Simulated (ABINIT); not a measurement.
# Quasiparticle gap of Ga2O3 (R-3c) in ABINIT

How does a plane-wave GW calculation on Ga2O3 (R-3c) run from the first input to the gap?

Method: PBE and many-body steps on it, plane waves, in ABINIT 10.8.3.

**Experimental background.**

- Gap 5.2 eV: optical gap from Tauc plot assuming direct gap; largest value, film grown at 250 C; UV-vis transmittance/reflectance, Tauc plot; film on c-plane sapphire (“Low temperature growth and optical properties of alpha-Ga2O3 deposited on sapphire by plasma enhanced atomic layer deposition”, 2019, arxiv:1908.06914).

- Gap 5.6 eV: direct band-to-band gap from Tauc plot; UV-Vis absorption, Tauc plot; film (163 nm mist CVD film on c-plane sapphire) on Al2O3 (sapphire) (“Optical properties of mist CVD grown alpha-Ga2O3”, 2019, arxiv:1907.13072).

- Gap 5.3 eV: direct optical gap from Tauc plot, upper end of the 5.1-5.3 eV range over the samples; UV-visible transmission; film (mist-CVD epitaxial films grown with different carrier gases) on Al2O3 (0001) (“Influence of Carrier Gases on the Quality of Epitaxial Corundum-Structured α-Ga2O3 Films Grown by Mist Chemical Vapor Deposition Method”, 2019, pmc:6888560).

- Gap 5.62 ± 0.02 eV: lowest direct band-to-band transition E0, E parallel to c (M1-type CP); abstract instead prints 5.44 eV, which Table III gives as the exciton energy; generalized spectroscopic ellipsometry, critical-point model; 300 K; film (51.8 nm PAMBE film, fully lattice-relaxed) on m-plane Al2O3 (“Anisotropic dielectric functions, band-to-band transitions, and critical points in alpha-Ga2O3”, 2021, arxiv:2101.06595).

- Gap 5.3 eV: optical direct gap from Tauc plot, alpha-phase dominant buffer stack; UV-Vis transmittance, Tauc plot; film (as-grown alpha-(Al0.3Ga0.7)2O3/alpha-Ga2O3 double layer on c-plane sapphire, mist CVD, slight kappa admixture) on Al2O3 (“Controlled Crystallinity of a Sn-Doped α-Ga2O3 Epilayer Using Rapidly Annealed Double Buffer Layers”, 2024, pmc:10818942).

This is a selection; 2 further reports are not listed.

**1. The structure**

Symmetry: R-3c, No. 167, trigonal system. The conventional cell has a = 4.997 Å, b = 4.997 Å, c = 13.451 Å, α = 90.00°, β = 90.00°, γ = 120.00°. Ga has 6 O at 1.93 to 2.08 Å nearest. O has 4 Ga at 1.93 to 2.08 Å nearest. Farther neighbours and most contacts between anions are not listed.

The cell and positions are those that the Materials Project relaxed with its own functionals (PBE, PBE+U or r2SCAN), kept fixed. This is not the form that Ga2O3 usually takes at ambient conditions.

**2. Ground state**

This step: ABINIT 10.8.3; DFT, PBE, plane waves, norm-conserving pseudopotentials.

The ground-state density comes first.

The input, run.abi:

```
acell 3*1.0 Angstrom
rprim 
  2.498699193881 1.442624652211 4.483549768500
  -2.498699193881 1.442624652211 4.483549768500
  0.000000000000 -2.885249304422 4.483549768500
ntypat 2
znucl 31 8
natom 10
typat 1 1 1 1 2 2 2 2 2 2
xred 
  0.855585580000 0.855585580000 0.855585580000
  0.644414420000 0.644414420000 0.644414420000
  0.144414420000 0.144414420000 0.144414420000
  0.355585580000 0.355585580000 0.355585580000
  0.750000000000 0.446832820000 0.053167180000
  0.446832820000 0.053167180000 0.750000000000
  0.053167180000 0.750000000000 0.446832820000
  0.250000000000 0.553167180000 0.946832820000
  0.946832820000 0.250000000000 0.553167180000
  0.553167180000 0.946832820000 0.250000000000
pp_dirpath "pseudos"
pseudos "Ga.upf, O.upf"
ecut 45
ngkpt 4 4 4
nshiftk 1
shiftk 0 0 0
kptopt 1
chksymbreak 0
nband 69
occopt 1
tolvrs 1e-08
nstep 60
prtwf 0
optforces 0
optstress 0
indata_prefix "in"
outdata_prefix "out"
tmpdata_prefix "tmp"
```

Started as:

```sh
$ OMP_NUM_THREADS=1 mpirun -n 8 abinit run.abi > log
```

Numbers of over 12 decimals in the logs are rounded to 6 here.

The log of the run:

```text
.Version 10.8.3 of ABINIT. v10.8.2 released Aug 2026.

 Symmetries : space group R-3 c (#167); Bravais hR (rhombohedral)
================================================================================
 Values of the parameters that define the memory need of the present run
     intxc =       0    ionmov =       0      iscf =       7    lmnmax =       6
     lnmax =       6     mgfft =      64  mpssoang =       3    mqgrid =    3001
     natom =      10  nloc_mem =       1    nspden =       1   nspinor =       1
    nsppol =       1      nsym =      12    n1xccc =    2501    ntypat =       2
    occopt =       1   xclevel =       2
-    mband =          69        mffmem =           1         mkmem =           2
       mpw =        9445          nfft =      262144          nkpt =          13
================================================================================
  Rough estimation (10% accuracy) of disk space for files :
================================================================================

--------------------------------------------------------------------------------
------------- Echo of variables that govern the present computation ------------
--------------------------------------------------------------------------------
 -outvars: echo values of preprocessed input variables --------
            acell      1.8897261259E+00  1.8897261259E+00  1.8897261259E+00 Bohr

      chksymbreak           0
             ecut      4.50000000E+01 Hartree
-          fftalg         312

              ixc     -101130
              kpt      0.00000000E+00  0.00000000E+00  0.00000000E+00
                       2.50000000E-01  0.00000000E+00  0.00000000E+00
                       5.00000000E-01  0.00000000E+00  0.00000000E+00
                       2.50000000E-01  2.50000000E-01  0.00000000E+00
                       5.00000000E-01  2.50000000E-01  0.00000000E+00
                      -2.50000000E-01  2.50000000E-01  0.00000000E+00
                       5.00000000E-01  5.00000000E-01  0.00000000E+00
                       2.50000000E-01  2.50000000E-01  2.50000000E-01
                       5.00000000E-01  2.50000000E-01  2.50000000E-01
                      -2.50000000E-01  2.50000000E-01  2.50000000E-01
                       5.00000000E-01  5.00000000E-01  2.50000000E-01
[...]
kptrlatt        4    0    0      0    4    0      0    0    4
          kptrlen      3.77748572E+01
P           mkmem           2
            natom          10
            nband          69
            ngfft          64      64      64
             nkpt          13
            nstep          60
             nsym          12
           ntypat           2
              occ      2.000000  2.000000  2.000000  2.000000  2.000000  2.000000
                       2.000000  2.000000  2.000000  2.000000  2.000000  2.000000
                       2.000000  2.000000  2.000000  2.000000  2.000000  2.000000
                       2.000000  2.000000  2.000000  2.000000  2.000000  2.000000
                       2.000000  2.000000  2.000000  2.000000  2.000000  2.000000
                       2.000000  2.000000  2.000000  2.000000  2.000000  2.000000
                       2.000000  2.000000  2.000000  2.000000  2.000000  2.000000
                       2.000000  2.000000  2.000000  2.000000  2.000000  2.000000
                       2.000000  2.000000  2.000000  2.000000  2.000000  2.000000
                       2.000000  2.000000  2.000000  2.000000  2.000000  2.000000
                       0.000000  0.000000  0.000000  0.000000  0.000000  0.000000
[...]
optforces           0
        optstress           0
            prtwf           0
            rprim      2.4986991939E+00  1.4426246522E+00  4.4835497685E+00
[...]
spgroup         167

           tolvrs      1.00000000E-08

             xred      8.5558558000E-01  8.5558558000E-01  8.5558558000E-01
[...]
znucl       31.00000    8.00000

================================================================================

 chkinp: Checking input parameters for consistency.

================================================================================
== DATASET  1 ==================================================================
-   mpi_nproc: 8, omp_nthreads: 1 (-1 if OMP is not activated)
-    --> not optimal distribution: autoparal keyword recommended in input file <--

--- !DatasetInfo
iteration_state: {dtset: 1, }
dimensions: {natom: 10, nkpt: 13, mband: 69, nsppol: 1, nspinor: 1, nspden: 1, mpw: 9445, }
cutoff_energies: {ecut:  45.0, pawecutdg:  -1.0, }
electrons: {nelect:   1.20000000E+02, charge:   0.00000000E+00, occopt:   1.00000000E+00, tsmear:   1.00000000E-02, }

 Real(R)+Recip(G) space primitive vectors, cartesian coordinates (Bohr,Bohr^-1):
 R(1)=  4.7218571  2.7261655  8.4726811  G(1)=  0.1058905  0.0611359  0.0393421
 R(2)= -4.7218571  2.7261655  8.4726811  G(2)= -0.1058905  0.0611359  0.0393421
 R(3)=  0.0000000 -5.4523310  8.4726811  G(3)=  0.0000000 -0.1222719  0.0393421
 Unit cell volume ucvol=  6.5439078E+02 bohr^3
 Angles (23,13,12)=  5.58935053E+01  5.58935053E+01  5.58935053E+01 degrees

 getcut: wavevector=  0.0000  0.0000  0.0000  ngfft=  64  64  64
         ecut(hartree)=     45.000   => boxcut(ratio)=   2.10352

[...]
2   -1.331955
 pspatm: atomic psp has been read  and splines computed

   1.49327161E+04                                ecore*ucvol(ha*bohr**3)
--------------------------------------------------------------------------------

_setup2: Arith. and geom. avg. npw (full set) are    9435.203    9435.198

================================================================================

--- !BeginCycle
iteration_state: {dtset: 1, }
solver: {iscf: 7, nstep: 60, nline: 4, wfoptalg: 0, }
tolerances: {tolvrs: 1.00E-08, }

     iter   Etot(hartree)      deltaE(h)  residm     vres2
 ETOT  1  -1085.9762733929    -1.086E+03 6.621E-01 9.391E+03
 ETOT  2  -1090.2692442903    -4.293E+00 3.297E-02 1.651E+04
 ETOT  3  -1092.8437170267    -2.574E+00 2.454E-02 5.151E+02
 ETOT  4  -1092.8754111003    -3.169E-02 3.178E-02 3.301E+02
 ETOT  5  -1092.9011962471    -2.579E-02 2.295E-03 7.688E+01
 ETOT  6  -1092.9107240313    -9.528E-03 1.638E-03 1.525E+00
 ETOT  7  -1092.9108547547    -1.307E-04 6.088E-04 4.595E-01
 ETOT  8  -1092.9109134790    -5.872E-05 8.460E-04 1.724E-03
 ETOT  9  -1092.9109137587    -2.797E-07 3.513E-04 1.887E-05
 ETOT 10  -1092.9109137621    -3.358E-09 4.279E-04 3.038E-07
 ETOT 11  -1092.9109137621    -6.821E-11 1.821E-04 4.927E-09

 At SCF step   11       vres2   =  4.93E-09 < tolvrs=  1.00E-08 =>converged.

--- !ResultsGS
iteration_state: {dtset: 1, }
comment   : Summary of ground state results
lattice_vectors:
- [  4.7218571,   2.7261655,   8.4726811, ]
- [ -4.7218571,   2.7261655,   8.4726811, ]
- [  0.0000000,  -5.4523310,   8.4726811, ]
lattice_lengths: [  10.07543,   10.07543,   10.07543, ]
lattice_angles: [ 55.894,  55.894,  55.894, ] # degrees, (23, 13, 12)
lattice_volume:   6.5439078E+02
convergence: {deltae: -6.821E-11, res2:  4.927E-09, residm:  1.821E-04, diffor:  0.000E+00, }
etotal    :  -1.09291091E+03
entropy   :   0.00000000E+00
fermie    :   2.13395308E-01
cartesian_stress_tensor: null
pressure_GPa: null
xred      :
- [  8.5559E-01,   8.5559E-01,   8.5559E-01, Ga]
- [  6.4441E-01,   6.4441E-01,   6.4441E-01, Ga]
- [  1.4441E-01,   1.4441E-01,   1.4441E-01, Ga]
- [  3.5559E-01,   3.5559E-01,   3.5559E-01, Ga]
- [  7.5000E-01,   4.4683E-01,   5.3167E-02,  O]
- [  4.4683E-01,   5.3167E-02,   7.5000E-01,  O]
- [  5.3167E-02,   7.5000E-01,   4.4683E-01,  O]
- [  2.5000E-01,   5.5317E-01,   9.4683E-01,  O]
- [  9.4683E-01,   2.5000E-01,   5.5317E-01,  O]
- [  5.5317E-01,   9.4683E-01,   2.5000E-01,  O]
cartesian_forces: null
force_length_stats: {min: null, max: null, mean: null, }

 Integrated electronic density in atomic spheres:
 ------------------------------------------------
 Atom  Sphere_radius  Integrated_density
[...]
================================================================================

 ----iterations are completed or convergence reached----

 Mean square residual over all n,k,spin=   40.825E-08; max=  18.206E-05
 reduced coordinates (array xred) for   10 atoms
[...]
0.446832820000      0.053167180000      0.750000000000
       0.053167180000      0.750000000000      0.446832820000
       0.250000000000      0.553167180000      0.946832820000
       0.946832820000      0.250000000000      0.553167180000
       0.553167180000      0.946832820000      0.250000000000
 rms dE/dt=  0.0000E+00; max dE/dt=  0.0000E+00; dE/dt below (all hartree)
    1       0.000000000000      0.000000000000      0.000000000000
    2       0.000000000000      0.000000000000      0.000000000000
    3       0.000000000000      0.000000000000      0.000000000000
    4       0.000000000000      0.000000000000      0.000000000000
    5       0.000000000000      0.000000000000      0.000000000000
    6       0.000000000000      0.000000000000      0.000000000000
    7       0.000000000000      0.000000000000      0.000000000000
    8       0.000000000000      0.000000000000      0.000000000000
    9       0.000000000000      0.000000000000      0.000000000000
   10       0.000000000000      0.000000000000      0.000000000000

 cartesian coordinates (angstrom) at end:
[...]
6      0.983652    -1.442625     5.604437
    7     -1.741176    -0.130555     5.604437
    8     -0.757524    -1.573180     7.846212
    9      1.741176     0.130555     7.846212
   10     -0.983652     1.442625     7.846212
 length scales=  1.889726125908  1.889726125908  1.889726125908 bohr
              =  1.000000000000  1.000000000000  1.000000000000 angstroms
 prteigrs : about to open file out_EIG
 Fermi (or HOMO) energy (hartree) =   0.21340   Average Vxc (hartree)=  -0.44931
 Eigenvalues (hartree) for nkpt=  13  k points:
 kpt#   1, nband= 69, wtk=  0.01563, kpt=  0.0000  0.0000  0.0000 (reduced coord)
  -4.98583   -4.98583   -4.98583   -4.98582   -3.17356   -3.17356   -3.17354   -3.17340
  -3.17273   -3.17273   -3.17271   -3.17271   -3.17260   -3.17260   -3.17260   -3.17260
  -0.48012   -0.40802   -0.40802   -0.40603   -0.40556   -0.40556   -0.25594   -0.25594
  -0.25273   -0.25273   -0.25025   -0.24926   -0.24782   -0.24782   -0.24618   -0.24618
  -0.24434   -0.24434   -0.24181   -0.24181   -0.24175   -0.24158   -0.23220   -0.23220
  -0.20982   -0.20982   -0.04893   -0.02394    0.02261    0.02261    0.05977    0.07053
   0.08382    0.08382    0.09496    0.17761    0.17761    0.19533    0.19533    0.20292
   0.20310    0.20310    0.20569    0.20569    0.31838    0.46001    0.46610    0.54100
   0.58939    0.58939    0.59258    0.61808    0.62581
 prteigrs : prtvol=0 or 1, do not print more k-points.

--- !EnergyTerms
iteration_state     : {dtset: 1, }
comment             : Components of total free energy in Hartree
kinetic             :  5.51360939736138E+02
hartree             :  4.08394109945229E+02
xc                  : -1.29158394276826E+02
Ewald energy        : -5.95982657166164E+02
psp_core            :  2.28192641697130E+01
local_psp           : -1.09592912371506E+03
non_local_psp       : -2.54415052455155E+02
total_energy        : -1.09291091376212E+03
total_energy_eV     : -2.97396210068292E+04
band_energy         : -1.26579496363221E+02

== END DATASET(S) ==============================================================
================================================================================

 -outvars: echo values of variables after computation  --------
           etotal     -1.0929109138E+03
            nband          69
             nkpt          13
          spgroup         167
 [... the other variables as echoed above ...]

 Calculation completed.
```

The job ended after 73 s (8 MPI ranks of Arm Neoverse V2, shared host; peak memory 1.2 GiB; 9.7 min of CPU time).

Numbers from this step:

* total energy: -29739.6210 eV
* gap: 2.857 eV
* k of the valence top: 0.25, 0, 0
* k of the conduction bottom: 0, 0, 0
* least direct gap: 3.066 eV

The gap is indirect, with the least direct gap 0.21 eV higher.

(Continued in part 2 of 3.)

[Paths, hosts, dates, memory and timing lines, banners, echoed tables and standing remarks are left out of the program output.]

[Logs are printed without paths, hosts, clocks, repeated set-up lines and the standing remarks that a program may print on its own settings, such as how far it seeks lower states.]

[Runs of the session that timed out or met a known fault of the program may be left out.]

[No measured gap is set beside runs whose start may be inverted or whose files or cutoffs have a known fault.]

[Hosts, paths, dates, database ids (printed as entryN), source tags and the programs' standing remarks are cut or masked in the printed files.]

[G0W0 gaps are taken among the corrected bands and points alone; a level outside them can change the order at an edge.]

[Where Ansatz stands beside ABINIT at settings called matched, ABINIT's density can come from a denser mesh and the files from another edition; pairs whose starting gaps differed by over 0.03 eV were left out, so agreement reads better than it is.]
